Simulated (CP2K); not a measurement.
Two runs for the C K edge of formamide. Run A: CP2K XAS_TDP, all-electron GAPW, PBEh(45%), aug-cc-pVTZ, TDA, no relativity. Run B differs in one setting.

First lines with a strength over 0.0015. A:

```csv
atom,energy (eV),states,"strength, one atom"
"C2 (bonded to N, O and H)",282.78,1,0.0755
,286.40,1,0.0148
,287.13,1,0.0039
,288.18,1,0.0030
,288.60,1,0.0025
```

B:

```csv
atom,energy (eV),states,"strength, one atom"
"C2 (bonded to N, O and H)",277.83,1,0.0599
,279.67,1,0.0046
,280.30,1,0.0042
,281.34,1,0.0032
,282.33,1,0.0063
```

Question: Which was it: scalar relativity switched on, the basis, GW2X switched on, the functional?

The functional (functional from PBEh(45%) to PBE0; the lines alone don't name the new value). A functional moves all lines by electronvolts and changes their spacings and strengths. Against PBEh(45%) in aug-cc-pVTZ, the leading line moves by -4.95 eV, to 277.83 eV; the strength of C2's goes from 0.0755 to 0.0599. The next line of C2 over the strength cut lies 1.84 eV higher, against 3.62.

[Banner, clock and machine lines of the logs are left out without a mark of their own.]

[Logs are printed without paths, hosts, clocks, repeated set-up lines and the standing remarks that a program may print on its own settings, such as how far it seeks lower states.]

[Hosts, paths, dates, database ids (printed as entryN), source tags and the programs' standing remarks are cut or masked in the printed files.]
